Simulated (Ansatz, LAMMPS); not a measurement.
# Structural relaxation of a frame of liquid acetonitrile from 293 K (102 atoms), part 3 of 3

Wanted: the relaxed structure of a frame of liquid acetonitrile from 293 K (102 atoms) and its electronic structure.

Ansatz 0.2.0; Kohn-Sham DFT, r2SCAN+D3(BJ), PAW (set soft_2), plane waves.

The cell: 34 C, 17 N and 51 H. The network of contacts between molecules at the start is that of the classical potential that made the cell. The density was typed from a rule of thumb and may lie off the real one at this temperature. Sampling is at Γ alone, for a cell whose shortest periodic width is 11 Å.

So far, density (g/cm³): step 5 (structure statistics after relaxation) 0.786.

## 6. Single point at the relaxed geometry

The electronic structure is read at the final geometry, in a run of its own.

The input, input.yaml:

```yaml
crystal:
  lattice:
    - [11.38169, 0.0, 0.0]
    - [0.0, 11.38169, 0.0]
    - [0.0, 0.0, 11.38169]
  atoms:
    - { symbol: C, position: [0.83185, 0.52045, 0.31024] }
    - { symbol: C, position: [0.77853, 0.53037, 0.19545] }
    - { symbol: "N", position: [0.73666, 0.5377, 0.1034] }
    - { symbol: H, position: [0.88626, 0.44165, 0.3142] }
    - { symbol: H, position: [0.76401, 0.51419, 0.37772] }
    - { symbol: H, position: [0.88612, 0.59754, 0.32758] }
    - { symbol: C, position: [0.89167, 0.04036, 0.2772] }
    - { symbol: C, position: [0.83233, 0.10586, 0.18592] }
    - { symbol: "N", position: [0.78575, 0.15789, 0.11235] }
    - { symbol: H, position: [0.85114, 0.95413, 0.28709] }
    - { symbol: H, position: [0.88624, 0.08729, 0.3606] }
    - { symbol: H, position: [0.98393, 0.03083, 0.25345] }
    - { symbol: C, position: [0.40582, 0.10147, 0.2328] }
    - { symbol: C, position: [0.3993, 0.21414, 0.29117] }
    - { symbol: "N", position: [0.39412, 0.30361, 0.33863] }
    - { symbol: H, position: [0.42032, 0.03258, 0.29787] }
    - { symbol: H, position: [0.47816, 0.10051, 0.1701] }
    - { symbol: H, position: [0.32411, 0.08479, 0.18574] }
    - { symbol: C, position: [0.69686, 0.45887, 0.82961] }
    - { symbol: C, position: [0.60302, 0.54426, 0.83437] }
    - { symbol: "N", position: [0.5279, 0.61238, 0.83723] }
    - { symbol: H, position: [0.70587, 0.42731, 0.73962] }
    - { symbol: H, position: [0.67713, 0.38554, 0.88788] }
    - { symbol: H, position: [0.77801, 0.50057, 0.85859] }
    - { symbol: C, position: [0.4719, 0.6737, 0.13708] }
    - { symbol: C, position: [0.42917, 0.7826, 0.08788] }
    - { symbol: "N", position: [0.39533, 0.86992, 0.04887] }
    - { symbol: H, position: [0.3978, 0.61596, 0.15588] }
    - { symbol: H, position: [0.52178, 0.69171, 0.2169] }
    - { symbol: H, position: [0.53005, 0.6305, 0.07444] }
    - { symbol: C, position: [0.90896, 0.13236, 0.82999] }
    - { symbol: C, position: [0.80974, 0.07037, 0.78094] }
    - { symbol: "N", position: [0.73014, 0.02088, 0.74239] }
    - { symbol: H, position: [0.88723, 0.16131, 0.91872] }
    - { symbol: H, position: [0.92972, 0.20783, 0.77464] }
    - { symbol: H, position: [0.9855, 0.07482, 0.8325] }
    - { symbol: C, position: [0.20012, 0.19043, 0.58117] }
    - { symbol: C, position: [0.18001, 0.09079, 0.65727] }
    - { symbol: "N", position: [0.16343, 0.0117, 0.71851] }
    - { symbol: H, position: [0.11903, 0.21354, 0.53566] }
    - { symbol: H, position: [0.26832, 0.16952, 0.51731] }
    - { symbol: H, position: [0.22879, 0.26523, 0.63361] }
    - { symbol: C, position: [0.7176, 0.82661, 0.98879] }
    - { symbol: C, position: [0.79723, 0.76776, 0.90943] }
    - { symbol: "N", position: [0.86045, 0.72043, 0.84589] }
    - { symbol: H, position: [0.74115, 0.91906, 0.99712] }
    - { symbol: H, position: [0.72041, 0.78495, 0.07506] }
    - { symbol: H, position: [0.62846, 0.82094, 0.95427] }
    - { symbol: C, position: [0.96022, 0.53882, 0.62578] }
    - { symbol: C, position: [0.055, 0.48987, 0.69459] }
    - { symbol: "N", position: [0.13021, 0.45104, 0.75058] }
    - { symbol: H, position: [0.90756, 0.59602, 0.68187] }
    - { symbol: H, position: [0.90601, 0.46797, 0.59068] }
    - { symbol: H, position: [0.99523, 0.59105, 0.55341] }
    - { symbol: C, position: [0.16853, 0.746, 0.88759] }
    - { symbol: C, position: [0.17068, 0.6779, 0.99471] }
    - { symbol: "N", position: [0.17278, 0.62371, 0.08045] }
    - { symbol: H, position: [0.23173, 0.70967, 0.82549] }
    - { symbol: H, position: [0.19246, 0.83678, 0.90608] }
    - { symbol: H, position: [0.0808, 0.74341, 0.84922] }
    - { symbol: C, position: [0.44924, 0.91646, 0.74635] }
    - { symbol: C, position: [0.43673, 0.9343, 0.62128] }
    - { symbol: "N", position: [0.42663, 0.94915, 0.5214] }
    - { symbol: H, position: [0.52365, 0.96775, 0.778] }
    - { symbol: H, position: [0.465, 0.82382, 0.76558] }
    - { symbol: H, position: [0.36932, 0.94471, 0.79072] }
    - { symbol: C, position: [0.39982, 0.51464, 0.55894] }
    - { symbol: C, position: [0.52596, 0.50744, 0.54749] }
    - { symbol: "N", position: [0.62674, 0.50161, 0.53808] }
    - { symbol: H, position: [0.35946, 0.46424, 0.48814] }
    - { symbol: H, position: [0.37215, 0.60622, 0.55429] }
    - { symbol: H, position: [0.3731, 0.47815, 0.64331] }
    - { symbol: C, position: [0.63557, 0.20332, 0.52876] }
    - { symbol: C, position: [0.75836, 0.2342, 0.53732] }
    - { symbol: "N", position: [0.85676, 0.25833, 0.54341] }
    - { symbol: H, position: [0.59023, 0.2239, 0.61068] }
    - { symbol: H, position: [0.62638, 0.10947, 0.51198] }
    - { symbol: H, position: [0.59436, 0.25294, 0.458] }
    [... 18 atom lines left out ...]
    - { symbol: C, position: [0.22782, 0.80213, 0.326] }
    - { symbol: C, position: [0.111, 0.77842, 0.36974] }
    - { symbol: "N", position: [0.01801, 0.75904, 0.40517] }
    - { symbol: H, position: [0.22321, 0.85048, 0.24348] }
    - { symbol: H, position: [0.27239, 0.7192, 0.3087] }
    - { symbol: H, position: [0.27811, 0.85275, 0.39009] }
kpoints:
  mp_grid: { grid: [1, 1, 1] }
hamiltonian:
  xc: r2scan
  dispersion: d3bj
scf:
  occupations: { method: fixed }
output:
  forces: true
  stress: true
  populations: true
  dos:
    method: { smearing: { sigma: 0.15 } }
    de: 0.1
    projected: { site_lists: { C: [C], H: [H], "N": ["N"] } }
  eigenvalues: true
  write_density: true
  write_potential: true
  volumetric_format: npy
  elf: true
```

Command:

```console
$ ansatz run input.yaml --threads 4 --pin off --max-ram 8192MiB --backend cpu --events-out ev --progress --plain --runs-dir out
```

Output:

```text
[...]
Crystal: 102 atoms, lattice volume = 1474.417 Å³
Basis set: ecut = 500 eV, 37529 PW (Γ), exchange–correlation on 360×360×360 points (64 copies of the dense FFT grid, shifted against one another)
Bands: 238, of which v1, the nominal top of the filled ones, is band 136 counted from 1 (135 counted from 0)
Symmetry: 1 space group operations
[...]
k-points: 1
[...]
SCF iter   1: F=—  HF=-15914.202177 eV  |F-HF|=—  |Δ(HF+E_count)|=         —  Δρ=6.84e-3  dr2=7.64e-1  dr2_τ=1.09e1  ethr=1.77e-3  ⟨swp⟩=5.0  Hψ=824  notcnv=0  defer=94
[...]
SCF iter  10: F=-15912.904437 eV  HF=-15912.904437 eV  |F-HF|=1.94e-7  |Δ(HF+E_count)|=   2.82e-7  Δρ=1.51e-6  dr2=4.55e-8  dr2_τ=5.16e-9  ethr=3.68e-11  ⟨swp⟩=21.0  Hψ=2589  notcnv=0
SCF 1 converged in 10 iterations: F = -15912.904437 eV  dr2 = 4.55e-8
[...]
WARN: The input density's exchange-correlation potential varies sharply where the density is thin. Do not read a vacuum level from v_tot or v_xc, or from such a field of the output density. On a cell that repeats whose density bears no net charge and no dipole along the vacuum's axis use v_es (v_loc + v_h of the components); [...]
SCF converged after 10 iterations
Free energy (F): -15912.904437 eV
[...]
Internal energy: -15912.904437 eV  (E = F + TS)
E sigma→0 (E₀):  -15912.904437 eV
Fermi energy:    -4.265594 eV
[...]
--- Forces (eV/Å), atoms counted from 1 ---
  atom   1  C      0.00262426    -0.00303723     0.00037081
  atom   2  C     -0.00250067     0.00034858    -0.00724667
  atom   3  N      0.00279886    -0.00065633     0.00600688
  atom   4  H     -0.00005382     0.00107277     0.00169716
  atom   5  H     -0.00125137     0.00229757    -0.00046752
  atom   6  H      0.00049874     0.00145559     0.00246179
  atom   7  C     -0.00519058    -0.00096742    -0.00370077
  atom   8  C     -0.01177163     0.03654059     0.02030598
  atom   9  N      0.01033437    -0.01451934     0.00143326
  atom  10  H      0.02474736    -0.01712463    -0.00056822
  atom  11  H     -0.00901324     0.01503497    -0.01679651
  atom  12  H      0.00501815    -0.01781218     0.00334196
  atom  13  C     -0.00127480     0.00121906    -0.00291770
  atom  14  C     -0.00027407     0.00169175     0.00125609
[...]
atom 101  H     -0.00125472     0.00001992    -0.00001403
  atom 102  H      0.00211826    -0.00092559    -0.00055518
  max |Σ_I F_I| component: 1.35e-4 eV/Å
--- Stress (GPa, compression-positive) ---
       -0.394161       0.000346      -0.045992
        0.000346      -0.463412       0.026107
       -0.045992       0.026107      -0.465613
  P = ⅓ Tr σ = -0.4411 GPa (-4.411 kbar)
--- Band table (eV) ---
[...]
--- Löwdin populations: 102 sites ---
  site symbol       q [e]
     0      C      4.4921
     1      C      3.7469
     2      N      5.2547
[...]
101      H      0.7442
  spilling = 0.016388 (of n_electrons = 272.000000)
```

Elapsed: 35 s, on 4 threads of Intel Xeon Platinum 8488C (Sapphire Rapids), shared host; peak memory 4 GiB.

The program notes that the exchange-correlation potential is rough where the density is thin.

The run gave:

```yaml
free_energy: -15912.9044 eV
free_energy_per_atom: -156.0089 eV/atom
scf_cycles: 10
pressure: -0.4411 GPa
r_m_s_force_component: 0.00502 eV/Å
longest_force: 0.04343 eV/Å
fermi_energy: -4.266 eV
spacing_of_highest_filled_and_lowest_empty_level: 7.134 eV
spilling_of_the_projection: 0.01639
```

Löwdin charges by element and coordination (they lack the spilled electrons, 0.044 e an atom on average):

```
element  coordination  atoms  mean charge (e)  spread   least    most
      C           all     34           -0.118   0.370  -0.495   0.265
      C             2     17            0.252  0.0068   0.236   0.265
      C             4     17           -0.488  0.0042  -0.495  -0.480
      H           all     51            0.251  0.0052   0.241   0.262
      N           all     17           -0.256  0.0075  -0.270  -0.246
```

States in the cell by windows of 1 eV, zero at the Fermi level; the larger projections on atomic orbitals stand beside the total:

```
from (eV)  to (eV)  total   C p   N p   H s  N s   C s
      -14      -13    0.0   0.0   0.0   0.0  0.0   0.0
      -13      -12   11.5   2.8   0.0   2.6  0.4   5.6
      -12      -11   22.5   5.5   0.0   5.1  0.7  10.8
      -11       -6    0.0   0.0   0.0   0.0  0.0   0.0
       -6       -5    9.6   5.4   0.3   1.7  0.4   1.7
       -5       -4   24.6  13.9   0.6   4.3  1.0   4.4
       -4       -3   66.3  43.6   3.4  17.5  0.1   0.1
       -3       -2    1.4   0.9   0.0   0.4  0.0   0.0
       -2       -1   30.8   3.3  18.8   0.3  7.6   0.2
       -1        0   66.0  24.5  34.5   5.3  1.2   0.1
        0        1    5.2   2.0   2.7   0.4  0.0   0.0
        1        5    0.0   0.0   0.0   0.0  0.0   0.0
```

With fixed occupations the program's Fermi level is the highest filled level; weight inside the gap is the broadening of levels at its edges.

Between -17 and -14 eV lie 34 more states.

The levels nearest the highest filled one (over half full), pooled over k-points and spins:

```
level less the highest filled one (eV)  occupation
                                -0.144           2
                                -0.119           2
                               -0.0873           2
                               -0.0727           2
                               -0.0564           2
                                     0           2
                                  7.13           0
                                  7.46           0
                                  7.54           0
                                  7.58           0
                                  7.61           0
                                  7.63           0
```

ELF in the ab plane at fractional z = 0.537, with atoms of H and N and C within 0.2 Å of it. It is the smooth field of the valence electrons, not physical close to the nuclei.

Ten even steps from '0' (0.00 × 1e-1) to '9' (9.97 × 1e-1), each cell a mean:
```
00000000014674576410000000000000
00000000014674576410024421000000
00000000003567765300157753232000
11000000001245543000257766787100
22110000000012210000145338999200
22211000000000000000246447998101
01000000000110000000268865673000
00000000037887200000147863100000
86200000189999401221001110000268
99710000169999534565543100001489
98510000026776676687788610002479
53100000035643784285389830036665
10000000147886675586589820059974
00000000046875345676787300014552
00000000002331001222221000110000
00000000000000000000000245566531
00254222100000000123224567778985
01799744331000001366557637727995
03999966886200001465249725857883
03899868999500000255447766766651
01355558998300000269985334443310
00001223441001100179995100100000
00000110000134431027873000000000
00001100002567764100110000000000
```
Columns run along a (11.4 Å), rows up along b (11.4 Å). Atoms in or near the plane, at fractional coordinates: H at (0.12, 0.21), H at (0.00, 0.59), N at (0.43, 0.95), C at (0.53, 0.51), N at (0.63, 0.50), H at (0.37, 0.61), C at (0.64, 0.20), C at (0.76, 0.23), N at (0.86, 0.26), C at (0.74, 0.79), H at (0.84, 0.79).

Electrostatic potential energy in the ab plane at fractional z = 0.537, with atoms of H and N and C within 0.2 Å of it. With pseudopotentials it is smooth inside the atoms' cores, unlike the true potential.

Ten even steps from '0' (-50 eV) to '9' (4 eV), each cell a mean:
```
99999999999950059999999999999999
99999999999950059999999999999999
99999999999987789999999999999999
99999999999999999999998668899999
99999999999999999999984004558999
99999999999999999999985004668999
99999999999999999999998778999999
99999999999999999999999999999999
89999999999768999999999999999998
38999999998537898999999999999985
79999999999733674365579999999987
99999999998500330000028999999999
99999999998744662242149999999999
99999999999988998898899999999999
99999999999999999999999999999999
99999999999999999999999999999999
99999999999999999999999877635899
99988889999999999997667201000699
99832656899999999972015100323899
99976634459999999982016656889999
99999877779999999997578999999999
99999999999999999997589999999999
99999999999999999999999999999999
99999999999997799999999999999999
```
Columns run along a (11.4 Å; values clipped at the 3rd and 97th percentile), rows up along b (11.4 Å). Atoms in or near the plane, at fractional coordinates: H at (0.12, 0.21), H at (0.00, 0.59), N at (0.43, 0.95), C at (0.53, 0.51), N at (0.63, 0.50), H at (0.37, 0.61), C at (0.64, 0.20), C at (0.76, 0.23), N at (0.86, 0.26), C at (0.74, 0.79), H at (0.84, 0.79).

Mean Löwdin charges: C -0.12, H +0.25, N -0.26 e (they miss 1.6 % of the electrons, so they add up to more than the cell's charge).

The surroundings of C62, picked at random, nearest first, numbered as they follow in the input and with coordinates relative to it.

```
atom      x      y      z  distance (Å)  bonds  Löwdin charge (e)
 C62   0.00   0.00   0.00          0.00      2               0.26
 N63  -0.11   0.17  -1.14          1.16      1              -0.27
 C61   0.14  -0.20   1.42          1.44      4              -0.49
 H64   0.99   0.38   1.78          2.07      1               0.26
 H66  -0.77   0.12   1.93          2.08      1               0.25
 H65   0.32  -1.26   1.64          2.09      1               0.25
 H77   2.16   1.99  -1.24          3.19      1               0.25
 H94   3.08  -0.81  -0.30          3.20      1               0.25
H102  -1.81  -0.93  -2.63          3.32      1               0.26
 N39  -3.11   0.88   1.11          3.42      1              -0.25
 C38  -2.92   1.78   0.41          3.45      2               0.25
 H41  -1.92   2.68  -1.18          3.50      1               0.25
```

The column of bonds counts only the pairs H-C within 1.34 Å, C-C within 1.82 Å, C-N within 1.62 Å; other neighbours, such as metal atoms beside each other in a compound, aren't counted, and periodic images can show an atom twice.

## 7. What came out

```
energy change in the relaxation                  : -38.67 meV/atom
r.m.s. displacement                              : 0.817 Å
largest displacement                             : 2.194 Å
free energy per atom                             : -156.0089 eV/atom
pressure                                         : -0.4411 GPa
r.m.s. force component                           : 0.00502 eV/Å
gap (highest filled to lowest empty level) : 7.134 eV
wall time of the 3 DFT runs                      : 12 min
```

What this shows: Relaxation lowers the energy by 38.7 meV/atom and moves atoms by 0.82 Å r.m.s.; the r.m.s. force component goes from 0.93 to 0.0050 eV/Å, the pressure goes from -0.94 to -0.44 GPa, and the gap from 6.33 to 7.13 eV. By the final cutoffs no bond was broken or made. First to last step the energy falls by 3.944 eV; the largest move, 2.19 Å, is that of H16. The C-N bonds change most in mean length: from 1.163 Å (spread 0.011) to 1.154 Å (spread 0.001). By these cutoffs 50 % of C atoms have 2 and as many 4, all H atoms have 1 and all N atoms have 1 bonded neighbour. Between filled and empty levels lie 7.13 eV (at Γ alone); a semilocal functional tends to put such gaps too low. In a disordered cell it changes from sample to sample and from frame to frame.

Caveats: The network of contacts between molecules at the start is that of the classical potential that made the cell; in DFT atoms moved by 0.82 Å r.m.s.

[Logs are printed without paths, hosts, clocks, repeated set-up lines and the standing remarks that a program may print on its own settings, such as how far it seeks lower states.]

[Hosts, paths, dates, database ids (printed as entryN), source tags and the programs' standing remarks are cut or masked in the printed files.]
